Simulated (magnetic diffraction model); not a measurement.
## Which magnetic order? TiCuS₂

Space group C2/m (no. 12), a = 6.7560 Å, b = 3.4890 Å, c = 7.0770 Å, β = 103.41°.

| site | atom | x | y | z |
| --- | --- | --- | --- | --- |
| 2d | Cu | 0 | 1/2 | 1/2 |
| 2a | Ti | 0 | 0 | 0 |
| 4i | S | 0.5863 | 0 | 0.8590 |

The compound is invented for this exercise: a known structure type with other elements, its cell scaled to their sizes and not relaxed.

Only Ti is taken to order (form factors of Ti3+); orders and moment sizes are assumed, and not adapted to the symmetry. Radiation: neutrons of λ = 2.41 Å, 3° to 75°; isotropic B of 0.43 Å² (Cu), 0.4 Å² (Ti) and 0.54 Å² (S). The intensities are simulated: I ∝ L Σ (|F_N|² + |F_M⊥|²) for unpolarised neutrons, with F_M = 2.695 fm/μB × Σ f(s) S exp(2πi Q·r) exp(−B s²) at Q = H ± k (one set where k and −k are equivalent), only the part normal to Q counting and L = 1/(sin²θ cos θ). For a modulated order the moment at position r is S exp(−2πi k·r) + c.c., with S = m/2 for a sine wave of amplitude m and S = m(u + iv)/2 for moments turning in a plane, u and v being orthogonal unit vectors in it; the phase factor of the sum at Q = H + k is then exp(2πi H·r). Form factors are spin-only for 3d ions and dipole or tabulated for f ions, scattering lengths are Sears's of 1992, and absorption is left out. A label names one of the reflections at its angle. The strongest nuclear line in the range is 100, and lines under 0.2 are left out.

Above the ordering temperature:

```
2θ (°)     index      I
 20.16   (0 0 1)   52.8
 40.98   (0 0 2)    2.4
 43.03   (2 0 0)   10.6
 43.17  (2 0 -1)   39.0
 46.04   (1 1 0)  100.0
 48.49  (1 1 -1)    4.3
 52.40   (2 0 1)    4.9
 52.77  (2 0 -2)    0.2
 52.91   (1 1 1)    0.3
 59.43  (1 1 -2)   13.6
 63.35   (0 0 3)   30.0
 67.08   (1 1 2)   35.9
 68.48   (2 0 2)    7.7
 69.01  (2 0 -3)   25.3
```

Below it (cell unchanged):

```tsv
2θ (°)	I
13.22	2.3
20.16	52.8
24.19	2.1
34.24	0.5
37.32	0.5
40.98	2.4
42.64	0.4
43.03	10.6
43.17	39.0
43.25	0.5
45.21	0.2
45.35	0.2
46.04	100.0
48.49	4.3
50.12	0.3
52.40	4.9
52.77	0.2
52.91	0.3
59.43	13.6
63.35	30.0
67.08	35.9
68.48	7.7
69.01	25.3
```

**Question.** Find the propagation vector, then choose among these models:
A. a sine wave with moments along [100] (amplitudes given), 0.8 μB on Ti
B. a sine wave with moments along [010] (amplitudes given), 0.8 μB on Ti
C. a sine wave with moments along [001] (amplitudes given), 0.8 μB on Ti
D. moments turning in the plane of [010] and [100], 0.8 μB on Ti

The new lines index as (0 1/3 0) at 13.22°, (0 1/3 1) at 24.19°, (1 2/3 0) at 34.24° and (1 2/3 -1) at 37.32°, that is as H ± k with k = (0 1/3 0). Satellites come in pairs about each point of the reciprocal lattice.

Magnetic intensity, observed (below minus above) and for each model:

| 2θ (°) | index | observed | A | B | C | D |
| --- | --- | --- | --- | --- | --- | --- |
| 13.22 | (0 1/3 0) | 2.3 | 2.3 | <0.2 | 2.3 | 2.3 |
| 24.19 | (0 1/3 1) | 2.1 | 1.2 | 0.8 | 0.4 | 2.1 |
| 34.24 | (1 2/3 0) | 0.5 | 0.3 | 0.2 | 0.5 | 0.5 |
| 43.25 | (0 1/3 2) | 0.5 | 0.3 | 0.2 | <0.2 | 0.5 |

Model D matches.

The structure used: k = (0 1/3 0), moments turning in the plane of [010] and [100], 0.8 μB on Ti.

[Logs are printed without paths, hosts, clocks, repeated set-up lines and the standing remarks that a program may print on its own settings, such as how far it seeks lower states.]
